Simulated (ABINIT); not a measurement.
# NaCl (Fm-3m): G0W0 in ABINIT against the plane-wave cutoff

Wanted: the cheapest plane-wave cutoff that holds the gap of NaCl (Fm-3m).

Main program and level: ABINIT 10.8.3; PBE and many-body steps on it, plane waves.

Most raw output is cut from this account.

The database entry behind the starting cell differs from later determinations by our own check (an axis about 0.4 % short against later determinations), so it need not match the best structure at ambient conditions.

**1. The starting structure**

Symmetry: Fm-3m, No. 225, cubic system. Conventional cell: a = 5.620 Å, b = 5.620 Å, c = 5.620 Å, α = 90.00°, β = 90.00°, γ = 90.00°. Na has 6 Cl at 2.81 Å nearest. Cl has 6 Na at 2.81 Å nearest. Farther neighbours and most contacts between anions are not listed.

The cell and positions come from the Crystallography Open Database and are kept as given unless a step says otherwise.

**2. Empty states on the mesh, 4×4×4 mesh, 301 bands**

This step: ABINIT 10.8.3; DFT, PBE, plane waves, norm-conserving pseudopotentials.

The sums over transitions need many empty states on a uniform mesh; this step solves for them.

Contents of run.abi:

```
acell 3*1.0 Angstrom
rprim 
  0.000000000000 2.810000000000 2.810000000000
  2.810000000000 0.000000000000 2.810000000000
  2.810000000000 2.810000000000 0.000000000000
ntypat 2
znucl 11 17
natom 2
typat 1 2
xred 
  0.000000000000 0.000000000000 0.000000000000
  0.500000000000 0.500000000000 0.500000000000
pp_dirpath "pseudos"
pseudos "Na.upf, Cl.upf"
ecut 38
ngkpt 4 4 4
nshiftk 1
shiftk 0 0 0
kptopt 1
chksymbreak 0
irdden 1
istwfk *1
nband 301
prtvol 0
optdriver 6
gwr_task "HDIAGO"
paral_kgb 0
occopt 1
indata_prefix "in"
outdata_prefix "out"
tmpdata_prefix "tmp"
```

Launch:

```sh
OMP_NUM_THREADS=1 mpirun -n 4 abinit run.abi > log
```

Elapsed: 67 s, on 4 MPI ranks of Arm Neoverse V1, shared host; peak memory 2.7 GiB; 4.5 min of CPU time.

Numbers from this step:

```
gap                                                           : 5.150 eV
k of the valence top                                          : 0, 0, 0
k of the conduction bottom                                    : 0, 0, 0
least direct gap                                              : 5.150 eV
k points computed                                             : 8
lowest point of the top converged band, above the valence top : 190.7747 eV
```

On this mesh the gap is 5.150 eV.

The density comes from a self-consistent run that is not shown.

**3. Empty states on the mesh, 4×4×4 mesh, 88 bands**

run.abi: that of step 2 with these lines changed.

```diff
@@ -14,3 +14,3 @@
 pseudos "Na.upf, Cl.upf"
-ecut 38
+ecut 23
 ngkpt 4 4 4
@@ -22,3 +22,3 @@
 istwfk *1
-nband 301
+nband 88
 prtvol 0
```

Wall time 10 s (4 MPI ranks); peak memory 0.78 GiB; 40 s of CPU time.

This step gave:

```yaml
gap: 5.076 eV
k_of_the_valence_top: 0, 0, 0
k_of_the_conduction_bottom: 0, 0, 0
least_direct_gap: 5.076 eV
k_points_computed: 8
lowest_point_of_the_top_converged_band_above_the_valence_top: 76.1359 eV
```

On this mesh the gap is 5.076 eV.

**4. Empty states on the mesh, 4×4×4 mesh, 88 bands**

run.abi: that of step 3 with these lines changed.

```diff
@@ -14,3 +14,3 @@
 pseudos "Na.upf, Cl.upf"
-ecut 23
+ecut 30
 ngkpt 4 4 4
```

The job ended after 26 s (4 MPI ranks; peak memory 1.4 GiB; 1.7 min of CPU time).

This step gave:

| Item | Value |
| --- | --- |
| gap | 5.141 eV |
| k of the valence top | 0, 0, 0 |
| k of the conduction bottom | 0, 0, 0 |
| least direct gap | 5.141 eV |
| k points computed | 8 |
| lowest point of the top converged band, above the valence top | 76.1504 eV |

On this mesh the gap is 5.141 eV.

**5. Empty states on the mesh, 4×4×4 mesh, 88 bands**

run.abi: that of step 4 with these lines changed.

```diff
@@ -14,3 +14,3 @@
 pseudos "Na.upf, Cl.upf"
-ecut 30
+ecut 48
 ngkpt 4 4 4
@@ -20,2 +20,3 @@
 chksymbreak 0
+iscf -2
 irdden 1
@@ -23,7 +24,6 @@
 nband 88
+nbdbuf 8
+tolwfr 1e-09
+nstep 60
 prtvol 0
-optdriver 6
-gwr_task "HDIAGO"
-paral_kgb 0
-occopt 1
 indata_prefix "in"
```

Elapsed: 21 s, on 4 MPI ranks; peak memory 0.33 GiB; 82 s of CPU time.

This step gave:

| Quantity | Value |
| --- | --- |
| gap | 5.150 eV |
| k of the valence top | 0, 0, 0 |
| k of the conduction bottom | 0, 0, 0 |
| least direct gap | 5.150 eV |
| k points computed | 8 |
| lowest point of the top converged band, above the valence top | 76.1511 eV |

On this mesh the gap is 5.150 eV.

**6. Screening, 4×4×4 mesh, 80 bands, screening to 163.3 eV**

The RPA dielectric matrix is built and inverted for each q.

This step: RPA screening on PBE, plane waves, norm-conserving pseudopotentials.

run.abi: that of step 5 with these lines changed.

```diff
@@ -14,3 +14,3 @@
 pseudos "Na.upf, Cl.upf"
-ecut 48
+ecut 23
 ngkpt 4 4 4
@@ -20,10 +20,11 @@
 chksymbreak 0
-iscf -2
-irdden 1
 istwfk *1
-nband 88
-nbdbuf 8
-tolwfr 1e-09
-nstep 60
-prtvol 0
+occopt 1
+irdwfk 1
+optdriver 3
+nband 80
+ecuteps 6
+inclvkb 2
+awtr 1
+symchi 1
 indata_prefix "in"
```

Wall time 9.9 s (4 MPI ranks); peak memory 0.51 GiB.

Numbers from this step:

| Item | Value |
| --- | --- |
| ε∞ with local fields, on this mesh, along the program's q direction | 2.394 |
| the same without local fields | 2.808 |
| plasma frequency | 22.30 eV |
| plane waves in the screening matrix | 181 |

Local fields lower ε∞ by 15 %. On a Γ-centred mesh this coarse the value itself is usually too large, while a short band sum pulls it down.

**7. 23 Ha**

This step: G0W0 on PBE, plane waves, norm-conserving pseudopotentials.

run.abi: that of step 6 with these lines changed.

```diff
@@ -23,8 +23,15 @@
 irdwfk 1
-optdriver 3
+optdriver 4
 nband 80
+gwcalctyp 0
+ecutsigx 23
+symsigma 1
+nkptgw 1
+kptgw 
+  0.0000000000 0.0000000000 0.0000000000
+bdgw 
+  6 12
 ecuteps 6
-inclvkb 2
-awtr 1
-symchi 1
+irdscr 1
+ppmodel 1
 indata_prefix "in"
```

The job ended after 4 s (4 MPI ranks; peak memory 0.46 GiB; 16 s of CPU time).

This step gave:

- G0W0 gap on the points computed: 7.928 eV
- starting gap on the mesh: 5.076 eV
- k of the valence top: 0, 0, 0
- k of the conduction bottom: 0, 0, 0
- Z at the valence top: 0.811
- Z at the conduction bottom: 0.864
- least direct G0W0 gap on the computed points: 7.928 eV

**8. Screening, 4×4×4 mesh, 80 bands, screening to 163.3 eV**

This step: RPA screening on PBE, plane waves, norm-conserving pseudopotentials.

run.abi: that of step 7 with these lines changed.

```diff
@@ -14,3 +14,3 @@
 pseudos "Na.upf, Cl.upf"
-ecut 23
+ecut 30
 ngkpt 4 4 4
@@ -23,15 +23,8 @@
 irdwfk 1
-optdriver 4
+optdriver 3
 nband 80
-gwcalctyp 0
-ecutsigx 23
-symsigma 1
-nkptgw 1
-kptgw 
-  0.0000000000 0.0000000000 0.0000000000
-bdgw 
-  6 12
 ecuteps 6
-irdscr 1
-ppmodel 1
+inclvkb 2
+awtr 1
+symchi 1
 indata_prefix "in"
```

Run time: 13 s. Hardware: 4 MPI ranks; peak memory 0.59 GiB; 53 s of CPU time.

This step gave:

```
ε∞ with local fields, on this mesh, along the program's q direction : 2.382
the same without local fields                                       : 2.796
plasma frequency                                                    : 22.30 eV
plane waves in the screening matrix                                 : 181
```

**9. 30 Ha**

The self-energy is evaluated for the states that the input lists, and the levels follow from it, in one-shot runs by the linearised quasiparticle equation.

This step: G0W0 on PBE, plane waves, norm-conserving pseudopotentials.

run.abi: that of step 8 with these lines changed.

```diff
@@ -23,8 +23,15 @@
 irdwfk 1
-optdriver 3
+optdriver 4
 nband 80
+gwcalctyp 0
+ecutsigx 30
+symsigma 1
+nkptgw 1
+kptgw 
+  0.0000000000 0.0000000000 0.0000000000
+bdgw 
+  6 12
 ecuteps 6
-inclvkb 2
-awtr 1
-symchi 1
+irdscr 1
+ppmodel 1
 indata_prefix "in"
```

Run time: 4.3 s. Hardware: 4 MPI ranks; peak memory 0.5 GiB; 17 s of CPU time.

Numbers from this step:

```yaml
g0w0_gap_on_the_points_computed: 7.983 eV
starting_gap_on_the_mesh: 5.141 eV
k_of_the_valence_top: 0, 0, 0
k_of_the_conduction_bottom: 0, 0, 0
z_at_the_valence_top: 0.812
z_at_the_conduction_bottom: 0.865
least_direct_g0w0_gap_on_the_computed_points: 7.983 eV
```

The gap on the mesh goes from 5.14 eV to 7.98 eV, a correction of +2.84 eV.

**10. Screening, 4×4×4 mesh, 80 bands, screening to 163.3 eV**

This step: RPA screening on PBE, plane waves, norm-conserving pseudopotentials.

run.abi: that of step 9 with these lines changed.

```diff
@@ -14,3 +14,3 @@
 pseudos "Na.upf, Cl.upf"
-ecut 30
+ecut 38
 ngkpt 4 4 4
@@ -23,15 +23,8 @@
 irdwfk 1
-optdriver 4
+optdriver 3
 nband 80
-gwcalctyp 0
-ecutsigx 30
-symsigma 1
-nkptgw 1
-kptgw 
-  0.0000000000 0.0000000000 0.0000000000
-bdgw 
-  6 12
 ecuteps 6
-irdscr 1
-ppmodel 1
+inclvkb 2
+awtr 1
+symchi 1
 indata_prefix "in"
```

The job ended after 16 s (4 MPI ranks; peak memory 0.74 GiB).

Numbers from this step:

| Property | Result |
| --- | --- |
| ε∞ with local fields, on this mesh, along the program's q direction | 2.381 |
| the same without local fields | 2.795 |
| plasma frequency | 22.30 eV |
| plane waves in the screening matrix | 181 |

**11. 38 Ha**

This step: G0W0 on PBE, plane waves, norm-conserving pseudopotentials.

run.abi: that of step 10 with these lines changed.

```diff
@@ -23,8 +23,15 @@
 irdwfk 1
-optdriver 3
+optdriver 4
 nband 80
+gwcalctyp 0
+ecutsigx 38
+symsigma 1
+nkptgw 1
+kptgw 
+  0.0000000000 0.0000000000 0.0000000000
+bdgw 
+  6 12
 ecuteps 6
-inclvkb 2
-awtr 1
-symchi 1
+irdscr 1
+ppmodel 1
 indata_prefix "in"
```

Elapsed: 4.6 s, on 4 MPI ranks; peak memory 0.58 GiB; 18 s of CPU time.

This step gave:

```
G0W0 gap on the points computed              : 7.989 eV
starting gap on the mesh                     : 5.150 eV
k of the valence top                         : 0, 0, 0
k of the conduction bottom                   : 0, 0, 0
least direct G0W0 gap on the computed points : 7.989 eV
```

Against the run before, the gap moves by +0.006 eV.

**12. Screening, 4×4×4 mesh, 80 bands, screening to 163.3 eV**

This step: RPA screening on PBE, plane waves, norm-conserving pseudopotentials.

run.abi: that of step 11 with these lines changed.

```diff
@@ -14,3 +14,3 @@
 pseudos "Na.upf, Cl.upf"
-ecut 38
+ecut 48
 ngkpt 4 4 4
@@ -23,15 +23,8 @@
 irdwfk 1
-optdriver 4
+optdriver 3
 nband 80
-gwcalctyp 0
-ecutsigx 38
-symsigma 1
-nkptgw 1
-kptgw 
-  0.0000000000 0.0000000000 0.0000000000
-bdgw 
-  6 12
 ecuteps 6
-irdscr 1
-ppmodel 1
+inclvkb 2
+awtr 1
+symchi 1
 indata_prefix "in"
```

The job ended after 16 s (4 MPI ranks; peak memory 0.87 GiB; 63 s of CPU time).

Numbers from this step:

```yaml
eps_infinity_with_local_fields_on_this_mesh_along_the_program_s_q_direction: 2.381
the_same_without_local_fields: 2.795
plasma_frequency: 22.30 eV
plane_waves_in_the_screening_matrix: 181
```

**13. 48 Ha**

This step: G0W0 on PBE, plane waves, norm-conserving pseudopotentials.

run.abi: that of step 12 with these lines changed.

```diff
@@ -23,8 +23,15 @@
 irdwfk 1
-optdriver 3
+optdriver 4
 nband 80
+gwcalctyp 0
+ecutsigx 48
+symsigma 1
+nkptgw 1
+kptgw 
+  0.0000000000 0.0000000000 0.0000000000
+bdgw 
+  6 12
 ecuteps 6
-inclvkb 2
-awtr 1
-symchi 1
+irdscr 1
+ppmodel 1
 indata_prefix "in"
```

It took 4.8 s on 4 MPI ranks; peak memory 0.66 GiB; 19 s of CPU time.

This step gave:

```yaml
g0w0_gap_on_the_points_computed: 7.989 eV
starting_gap_on_the_mesh: 5.150 eV
k_of_the_valence_top: 0, 0, 0
k_of_the_conduction_bottom: 0, 0, 0
least_direct_g0w0_gap_on_the_computed_points: 7.989 eV
```

Against the run before, the gap moves by +0.000 eV.

**14. Side by side**

Times are wall times on 4 MPI ranks of Arm Neoverse V1, shared host, good to a factor of about two. A run's time includes the screening step that it read.

| run | mesh | bands | screening cutoff (eV) | DFT gap (eV) | gap on the mesh (eV) | direct (eV) | ε∞ used | time |
| --- | --- | --- | --- | --- | --- | --- | --- | --- |
| 23 Ha | 4×4×4 | 80 | 163.3 | 5.076 | 7.928 | 7.928 | 2.39 | 14 s |
| 30 Ha | 4×4×4 | 80 | 163.3 | 5.141 | 7.983 | 7.983 | 2.38 | 17 s |
| 38 Ha | 4×4×4 | 80 | 163.3 | 5.150 | 7.989 | 7.989 | 2.38 | 21 s |
| 48 Ha | 4×4×4 | 80 | 163.3 | 5.150 | 7.989 | 7.989 | 2.38 | 21 s |

**15. Outcome**

```json
{
  "23 Ha": "7.928 eV",
  "30 Ha": "7.983 eV",
  "38 Ha": "7.989 eV",
  "48 Ha": "7.989 eV",
  "known limits": "not at the basis limit; coarse k mesh"
}
```

**Reading.** The setting moved: plane-wave cutoff. From 23 Ha to 48 Ha the gap moves by +0.06 eV. It holds to 0.03 eV from 30 Ha on. Bands and screening cutoff are coupled, so a series along one setting does not show full convergence. Bands and cutoff are finite, so the gap is not at the basis limit. The miss can reach some tenths of an eV and take either sign; the mesh is an error of its own. In the G0W0 runs levels were corrected at 1 k point alone, so a gap called «on the mesh» is the least over those, and an edge elsewhere would be missed. The 4×4×4 mesh is coarse for this cell, which bears on the long-range parts of exchange and screening.

[Paths, hosts, dates, memory and timing lines, banners, echoed tables and standing remarks are left out of the program output.]

[Logs are printed without paths, hosts, clocks, repeated set-up lines and the standing remarks that a program may print on its own settings, such as how far it seeks lower states.]

[Runs of the session that timed out or met a known fault of the program may be left out.]

[Hosts, paths, dates, database ids (printed as entryN), source tags and the programs' standing remarks are cut or masked in the printed files.]

[G0W0 gaps are taken among the corrected bands and points alone; a level outside them can change the order at an edge.]

[Where Ansatz stands beside ABINIT at settings called matched, ABINIT's density can come from a denser mesh and the files from another edition; pairs whose starting gaps differed by over 0.03 eV were left out, so agreement reads better than it is.]
